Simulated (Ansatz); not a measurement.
Rows from a G0W0 calculation on PtSe2/PtSe2 (commensurate twisted bilayer) (Ansatz 0.2.0; G0W0 on PBE, plane waves, PAW; PAW set soft_1; 3×3×1 mesh, 788 empty bands, screening to 29 eV, PAW set soft_1 files), in eV. Spin-orbit coupling is left out.

| row | Σx | Σc | Vxc | Z |
| --- | --- | --- | --- | --- |
| A | -18.84 | 1.76 | -17.42 | 0.72 |
| B | -18.51 | 1.76 | -17.11 | 0.72 |
| C | -16.15 | -2.18 | -19.15 | 0.72 |
| D | -16.40 | -1.95 | -19.16 | 0.73 |
| E | -16.40 | -1.98 | -19.19 | 0.73 |
| F | -16.28 | -2.06 | -19.17 | 0.73 |

**Question.** Which rows are filled states and which are empty ones, and how can one tell?

Filled: A and B. Empty: C, D, E and F. The sign of Σc tells: for a filled state bare exchange, which holds its interaction with itself, lies below Vxc (Σx − Vxc is -1.4 eV or lower here) and screening gives part back as a positive Σc. For an empty state Σx lies above Vxc (+2.8 eV or more) and the Coulomb hole leaves Σc negative.

[Runs of the session that timed out or met a known fault of the program may be left out.]

[Cells called generated may have been cut or substituted from an entry of the Crystallography Open Database or the Materials Project.]

[Hosts, paths, dates, database ids (printed as entryN), source tags and the programs' standing remarks are cut or masked in the printed files.]
